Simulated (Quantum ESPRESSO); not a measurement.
## SrCl2 (Fm-3m): a worked LO-TO splitting

Wanted: the LO mode of SrCl2 (Fm-3m) from the TO mode and the field response.

Calculated with Quantum ESPRESSO 7.5; DFT LDA, scalar-relativistic, plane waves, PseudoDojo norm-conserving pseudopotentials.

### Step 1. Set-up

Symmetry: Fm-3m, No. 225, cubic system. Conventional cell: a = 6.799 Å, b = 6.799 Å, c = 6.799 Å, α = 90.00°, β = 90.00°, γ = 90.00°. Nearest to Sr lie 8 Cl at 2.94 Å. Cl has 4 Sr at 2.94 Å nearest. Farther neighbours and most contacts between anions are not listed.

Coordinates:

```
CELL_PARAMETERS angstrom
0.00000 3.39944 3.39944
3.39944 0.00000 3.39944
3.39944 3.39944 0.00000
ATOMIC_POSITIONS crystal
Sr 0.00000 0.00000 0.00000
Cl 0.25000 0.25000 0.25000
Cl 0.75000 0.75000 0.75000
```

This is the cell after its relaxation at this level of theory, not the database cell from which that began.

### Step 2. What the response run gave

A linear-response run on the relaxed cell, with the response to an electric field; only its zone-centre results are used. Cutoff 68 Ry, k mesh 6×6×6.

Log:

```text
[banners, grids, parts of the stress and lines that vanish by symmetry left out]
Program PHONON v.7.5
     Reading xml data from directory:

[...]
Exchange-correlation= PW
                           (   1   4   0   0   0   0   0)
[...]
kinetic-energy cut-off    =      68.0000  Ry
     charge density cut-off    =     272.0000  Ry
     convergence threshold     =      1.0E-18
[...]
Exchange-correlation= PW
                           (   1   4   0   0   0   0   0)
[...]
q = (   0.0000000   0.0000000   0.0000000 )
     49 Sym.Ops. (with q -> -q+G )
     G cutoff =  568.6600  (  39957 G-vectors)     FFT grid: ( 48, 48, 48)
     number of k points=    16
[...]
Mode symmetry, O_h (m-3m)  point group:
[...]
Dielectric constant
[...]
End of electric fields calculation
          Dielectric constant in cartesian axis
          (       3.131718064      -0.000000000      -0.000000000 )
          (      -0.000000000       3.131718064       0.000000000 )
          (      -0.000000000       0.000000000       3.131718064 )
          Effective charges (d Force / dE) in cartesian axis without acoustic sum rule applied (asr)
           atom    1  Sr    Mean Z*:        2.48849
      Ex  (        2.48849        0.00000        0.00000 )
      Ey  (       -0.00000        2.48849       -0.00000 )
      Ez  (        0.00000       -0.00000        2.48849 )
           atom    2  Cl    Mean Z*:       -1.24507
      Ex  (       -1.24507        0.00000        0.00000 )
      Ey  (        0.00000       -1.24507       -0.00000 )
      Ez  (        0.00000        0.00000       -1.24507 )
           atom    3  Cl    Mean Z*:       -1.24507
      Ex  (       -1.24507        0.00000       -0.00000 )
      Ey  (        0.00000       -1.24507        0.00000 )
      Ez  (       -0.00000        0.00000       -1.24507 )
          Effective charges Sum: Mean:       -0.00166
[...]
Effective charges (d Force / dE) in cartesian axis with asr applied:
           atom    1  Sr    Mean Z*:        2.48904
[...]
atom    2  Cl    Mean Z*:       -1.24452
[...]
atom    3  Cl    Mean Z*:       -1.24452
[...]
Representation #   1 modes #   1   2   3
[...]
End of self-consistent calculation
     Convergence has been achieved
     Representation #   2 modes #   4   5   6
[...]
End of self-consistent calculation
     Convergence has been achieved
     Representation #   3 modes #   7   8   9
[...]
End of self-consistent calculation
     Convergence has been achieved
[...]
Dielectric constant in cartesian axis
          (       3.131718064      -0.000000000      -0.000000000 )
          (      -0.000000000       3.131718064       0.000000000 )
          (      -0.000000000       0.000000000       3.131718064 )
          Effective charges (d Force / dE) in cartesian axis without acoustic sum rule applied (asr)
           atom    1  Sr    Mean Z*:        2.48849
      Ex  (        2.48849        0.00000        0.00000 )
      Ey  (       -0.00000        2.48849       -0.00000 )
      Ez  (        0.00000       -0.00000        2.48849 )
           atom    2  Cl    Mean Z*:       -1.24507
      Ex  (       -1.24507        0.00000        0.00000 )
      Ey  (        0.00000       -1.24507       -0.00000 )
      Ez  (        0.00000        0.00000       -1.24507 )
           atom    3  Cl    Mean Z*:       -1.24507
      Ex  (       -1.24507        0.00000       -0.00000 )
      Ey  (        0.00000       -1.24507        0.00000 )
      Ez  (       -0.00000        0.00000       -1.24507 )
          Effective charges Sum: Mean:       -0.00166
[...]
Effective charges (d Force / dE) in cartesian axis with asr applied:
           atom    1  Sr    Mean Z*:        2.48904
[...]
atom    2  Cl    Mean Z*:       -1.24452
[...]
atom    3  Cl    Mean Z*:       -1.24452
[...]
q = (    0.000000000   0.000000000   0.000000000 )
[...]
freq (    1) =       0.011613 [THz] =       0.387374 [cm-1]
     freq (    2) =       0.011613 [THz] =       0.387374 [cm-1]
     freq (    3) =       0.011613 [THz] =       0.387374 [cm-1]
     freq (    4) =       4.657866 [THz] =     155.369674 [cm-1]
     freq (    5) =       4.657866 [THz] =     155.369674 [cm-1]
     freq (    6) =       4.657866 [THz] =     155.369674 [cm-1]
     freq (    7) =       5.743537 [THz] =     191.583765 [cm-1]
     freq (    8) =       5.743537 [THz] =     191.583765 [cm-1]
     freq (    9) =       5.743537 [THz] =     191.583765 [cm-1]
[...]
Mode symmetry, O_h (m-3m)  point group:
     freq (   1-   3) =          0.4  [cm-1]   --> T_1u G_15  G_4- I
     freq (   4-   6) =        155.4  [cm-1]   --> T_1u G_15  G_4- I
     freq (   7-   9) =        191.6  [cm-1]   --> T_2g G_25' G_5+ R

   JOB DONE.
```

| quantity | value |
| --- | --- |
| cell volume Ω (Å³) | 78.569 |
| mass of Sr (u) | 87.620 |
| mass of Cl (u) | 35.450 |
| Born charge of Sr, raw (e) | 2.489 |
| Born charge of Cl, raw (e) | -1.245 |
| ε∞ | 3.132 |
| ω(TO) after the sum rule (cm⁻¹) | 155.4 |

### Step 3. The calculation

The charges must sum to zero over the cell; taking off their mean, -0.001 e, leaves Z* = 2.489 e on Sr. In the polar mode Sr moves against the two Cl, so the reduced mass is μ = 87.62 × 70.90 / 158.52 = 39.189 u.

A longitudinal wave builds up a field that adds to the restoring force: ω(LO)² = ω(TO)² + 4π Z*² / (μ Ω ε∞), in Hartree atomic units. With μ = 71437 electron masses and Ω = 530.21 bohr³ the second term is 6.5634e-07 Ha², or 31615 cm⁻² (1 Ha = 219474.6 cm⁻¹).

So ω(LO) = √(24140 + 31615) = 236.1 cm⁻¹, and by the Lyddane-Sachs-Teller relation ε₀ = ε∞ (ω(LO)/ω(TO))² = 7.23.

### Step 4. Check against the program

The analysis program adds the same non-analytic term to the full matrix, here for q along (1 0 0).

Log:

```text
[banners, grids, parts of the stress and lines that vanish by symmetry left out]
[banner, memory and clock lines left out]
Program DYNMAT v.7.5

     Reading Dynamical Matrix from file g.dyn
     ...Force constants read
     ...epsilon and Z* read

     Polarizability (A^3 units)
     multiply by 0.584600 for Clausius-Mossotti correction
        13.328262   -0.000000   -0.000000
        -0.000000   13.328262    0.000000
        -0.000000    0.000000   13.328262

     IR activities are in (D/A)^2/amu units

# mode   [cm-1]    [THz]      IR
    1     -0.00   -0.0000    0.0000
    2      0.00    0.0000    0.0000
[...]
8    191.58    5.7435    0.0000
    9    236.12    7.0788    3.6473

[end of the log left out, with the tail of the file of modes that dynmat.x writes under the same name]
```

ε₀ comes from the program's run without a direction of q.

| quantity | by hand | program |
| --- | --- | --- |
| ω(LO) (cm⁻¹) | 236.1 | 236.1 |
| ε₀ | 7.23 | 7.23 |

### Step 5. Outcome

- TO mode: 155.4 cm⁻¹
- LO mode: 236.1 cm⁻¹
- static dielectric constant: 7.233

The LO mode of SrCl2 (Fm-3m) lies at 236 cm⁻¹, 81 cm⁻¹ above the TO mode; the formula meets the program within 0.1 cm⁻¹, as it must for a cubic crystal with one polar mode. ω(LO)² − ω(TO)² goes with Z*²/ε∞: an error of 5 % in ε∞ would move the LO mode by 3.2 cm⁻¹, and semilocal functionals tend to overestimate ε∞. These are harmonic values at zero temperature, at the volume of this functional, for the structure held cubic; stability elsewhere in the zone is no part of this calculation.

[Host names and launcher messages were left out of these logs when they were recorded.]

[Logs are printed without paths, hosts, clocks, repeated set-up lines and the standing remarks that a program may print on its own settings, such as how far it seeks lower states.]

[Hosts, paths, dates, database ids (printed as entryN), source tags and the programs' standing remarks are cut or masked in the printed files.]
